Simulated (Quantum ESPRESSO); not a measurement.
# MnSe: energy against a fixed spin moment, part 2 of 2

Aim: the energy of MnSe as a function of the total spin moment of its primitive cell.

Quantum ESPRESSO 7.5; PBEsol with U = 2.4 eV on Mn d (ortho-atomic projectors); plane waves with GBRV 1.5 PBE potentials, no spin-orbit coupling.

So far, absolute magnetization (μB): step 2 (the free run) 9.81.

### 4. Moment fixed at 2.206 μB

Input file pw.in:

```
&CONTROL
  calculation = 'scf'
  prefix = 'pwscf'
  outdir = './tmp'
  pseudo_dir = './pseudo'
  disk_io = 'nowf'
/
&SYSTEM
  ibrav = 0
  celldm(1) = 8
  nat = 4
  ntyp = 2
  ecutwfc = 40
  ecutrho = 400
  nbnd = 37
  input_dft = 'pbesol'
  occupations = 'smearing'
  smearing = 'fd'
  degauss = 0.00734986
  nspin = 2
  starting_magnetization(1) = 0.0735
  starting_magnetization(2) = 0
  tot_magnetization = 2.206
/
&ELECTRONS
  conv_thr = 8d-09
  electron_maxstep = 150
  mixing_beta = 0.3
  diagonalization = 'paro'
/
ATOMIC_SPECIES
Mn     54.9380 mn_pbe_v1.5.uspp.F.UPF
Se     78.9710 se_pbe_v1.uspp.F.UPF
CELL_PARAMETERS alat
   0.9116439918856    0.0000000000000    0.0000000000000
  -0.4558219959310    0.7895068561713    0.0000000000000
   0.0000000000000    0.0000000000000    1.4107776367128
ATOMIC_POSITIONS crystal
Mn      0.0000000000    0.0000000000    0.0000000000
Mn      0.0000000000    0.0000000000    0.5000000000
Se      0.6666666700    0.3333333300    0.2500000000
Se      0.3333333300    0.6666666700    0.7500000000
K_POINTS automatic
6 6 6 0 0 0
HUBBARD {ortho-atomic}
U Mn-3d 2.4000
```

Launch:

```sh
OMP_NUM_THREADS=1 mpirun -n 2 pw.x -nk 2 -in pw.in > pw.out
```

Output:

```text
     [... lines left out ...]
Program PWSCF v.7.5 starts
     [... lines left out ...]
     number of atoms/cell      =            4
     [... lines left out ...]
     number of electrons       =        42.00 (up:  22.10, down:  19.90)
     number of Kohn-Sham states=           37
     kinetic-energy cutoff     =      40.0000  Ry
     charge density cutoff     =     400.0000  Ry
     scf convergence threshold =      8.0E-09
     [... lines left out ...]
     24 Sym. Ops., with inversion, found (12 have fractional translation)
     [... lines left out ...]
     number of k points=    28  Fermi-Dirac smearing, width (Ry)=  0.0073
     [... lines left out ...]
     iteration #120     ecut=    40.00 Ry     beta= 0.30
     [... lines left out ...]
[key lines of the parts left out:]
total energy              =    -507.98278368 Ry
total magnetization       =     2.21 Bohr mag/cell
```

The job ended after 16 min (2 MPI ranks of Arm Neoverse V1, shared host; peak memory 0.47 GiB).

Residual by cycle:

cycle, log10 residual and a bar from the least value:
```
        1        1.6 ##############################
       12       -2.1 ##########
       22       -3.3 ####
       33       -4.0 
       44       -3.8 #
       55       -3.6 ##
       65       -3.8 #
       76       -3.8 #
       87       -3.2 ####
       98       -3.1 #####
      108       -3.4 ###
      119       -3.4 ###
```

The run was cut off at its time limit.

After 119 cycles the residual stands at 3.8e-4.

### 5. Moment fixed at 4.413 μB

pw.in, as its differences from that of step 4:

```diff
@@ -14,3 +14,3 @@
   ecutrho = 400
-  nbnd = 37
+  nbnd = 38
   input_dft = 'pbesol'
@@ -20,5 +20,5 @@
   nspin = 2
-  starting_magnetization(1) = 0.0735
+  starting_magnetization(1) = 0.1471
   starting_magnetization(2) = 0
-  tot_magnetization = 2.206
+  tot_magnetization = 4.413
 /
```

Output:

```text
     [... lines left out ...]
Program PWSCF v.7.5 starts
     [... lines left out ...]
     number of atoms/cell      =            4
     [... lines left out ...]
     number of electrons       =        42.00 (up:  23.21, down:  18.79)
     number of Kohn-Sham states=           38
     kinetic-energy cutoff     =      40.0000  Ry
     charge density cutoff     =     400.0000  Ry
     scf convergence threshold =      8.0E-09
     [... lines left out ...]
     24 Sym. Ops., with inversion, found (12 have fractional translation)
     [... lines left out ...]
     number of k points=    28  Fermi-Dirac smearing, width (Ry)=  0.0073
     [... lines left out ...]
     iteration # 19     ecut=    40.00 Ry     beta= 0.30
     [... lines left out ...]
     Magnetic moment per site  (integrated on atomic sphere of radius R)
     atom   1 (R=0.261)  charge= 13.4660  magn=  2.5385
     atom   2 (R=0.261)  charge= 13.4660  magn=  2.5385
     atom   3 (R=0.261)  charge=  4.1440  magn= -0.2863
     atom   4 (R=0.261)  charge=  4.1440  magn= -0.2863
     [... lines left out ...]
     Tr[ns(  1)] (up, down, total) =   4.23050  1.56508  5.79558
     [... lines left out ...]
     Tr[ns(  2)] (up, down, total) =   4.23050  1.56508  5.79558
     [... lines left out ...]
     the spin up/dw Fermi energies are     8.8609   10.7447 ev
!    total energy              =    -508.09558300 Ry
     estimated scf accuracy    <          6.3E-09 Ry
     smearing contrib. (-TS)   =      -0.01524226 Ry
     [... lines left out ...]
     total magnetization       =     4.41 Bohr mag/cell
     absolute magnetization    =     6.07 Bohr mag/cell
     convergence has been achieved in  19 iterations
```

It took 2.4 min on 2 MPI ranks; peak memory 0.47 GiB.

This step gave:

```yaml
magnetization: 4.413 μB
absolute_magnetization: 6.074 μB
half_the_difference_of_the_two_fermi_energies: -941.9 meV
largest_moment: 2.539 μB
```

### 6. A faulty input

One input was spoiled on purpose, to see how the program answers.

Input file pw.in:

```
&CONTROL
  calculation = 'scf'
  prefix = 'pwscf'
  outdir = './tmp'
  pseudo_dir = './pseudo'
  disk_io = 'nowf'
/
&SYSTEM
  ibrav = 0
  nat = 4
  ntyp = 2
  lda_plus_u = .true.
  Hubbard_U(1) = 4.0
  ecutwfc = 40
  ecutrho = 400
  nbnd = 34
  input_dft = 'pbesol'
  occupations = 'smearing'
  smearing = 'fd'
  degauss = 0.00734986
  nspin = 2
  starting_magnetization(1) = 0.3
  starting_magnetization(2) = 0
/
&ELECTRONS
  conv_thr = 8d-09
  electron_maxstep = 100
  mixing_beta = 0.3
  diagonalization = 'paro'
/
ATOMIC_SPECIES
Mn     54.9380 mn_pbe_v1.5.uspp.F.UPF
Se     78.9710 se_pbe_v1.uspp.F.UPF
CELL_PARAMETERS angstrom
   3.8593697997    0.0000000000    0.0000000000
  -1.9296848998    3.3423122891    0.0000000000
   0.0000000000    0.0000000000    5.9724110000
ATOMIC_POSITIONS crystal
Mn      0.0000000000    0.0000000000    0.0000000000
Mn      0.0000000000    0.0000000000    0.5000000000
Se      0.6666666700    0.3333333300    0.2500000000
Se      0.3333333300    0.6666666700    0.7500000000
K_POINTS automatic
6 6 6 0 0 0
```

Output:

```text
     [... lines left out ...]
Program PWSCF v.7.5 starts
     [... lines left out ...]
     Error in routine  system_checkin (1):
     DFT+Hubbard input syntax has changed since v7.1
 %%%%%%%%%%%%%%%%%%%%%%%%%%%%%%%%%%%%%%%%%%%%%%%%%%%%%%%%%%%%%%%%%%%%%%%%%%%%%%
     stopping ...
```

Wall time 0.74 s (2 MPI ranks); peak memory 0.05 GiB.

The program refused the input before any cycle.

The program's message: “system_checkin (1): DFT+Hubbard input syntax has changed since v7.1”

The fault put into the input: the old Hubbard keywords.

### 7. E(M)

The runs not shown differ in the target, the start and the number of states alone. The point at 9.81 μB is the free run, entered with slope zero.

Table of energy over the lowest by total spin moment:

```csv
total spin moment (μB a cell),energy over the lowest (meV a cell)
0.00,5907
4.41,4154
6.62,1819
8.83,252
9.81,0
11.03,2129
13.24,8243
```

Table of dE/dM by total spin moment:

```csv
total spin moment (μB a cell),dE/dM (meV/μB)
0.00,-0.0315
4.41,-942
6.62,-888
8.83,-434
9.81,0
11.03,2405
13.24,3044
```

The largest site moment by total spin moment:

```csv
total spin moment (μB a cell),largest site moment (μB)
0.00,1.5e-4
4.41,2.54
6.62,3.41
8.83,4.16
9.81,4.40
11.03,4.57
13.24,4.80
```

### 8. Summary of results

```yaml
moment_of_the_free_run: 9.81 μB a cell
energy_at_zero_total_moment: 5907 meV a cell over the lowest
delta_e_delta_m2_from_the_lowest_point_to_11p03_and_to_8p83_mu_b: 1417 and 263 meV/μB²
```

What this shows: At zero total moment the site moments vanish, so the 5907 meV a cell is the energy of forming them, the change of the Hubbard energy included. The points show one minimum alone. No converged point was had at 2.206 μB. All runs start parallel; opposed orders may lie lower. The pseudopotentials were made with another functional, an inconsistency that can move energies. Energies are free energies at an electronic temperature of 1160 K, which lowers moments and differences where the moments are itinerant.

[Logs and program files are shortened in this print: banners, set-up blocks, solver, clock and traceback lines can be left out without a mark of their own.]

[Logs are printed without paths, hosts, clocks, repeated set-up lines and the standing remarks that a program may print on its own settings, such as how far it seeks lower states.]

[Hosts, paths, dates, database ids (printed as entryN), source tags and the programs' standing remarks are cut or masked in the printed files.]

[Where a cell is said to come from a database of computed structures, the database is the Materials Project.]
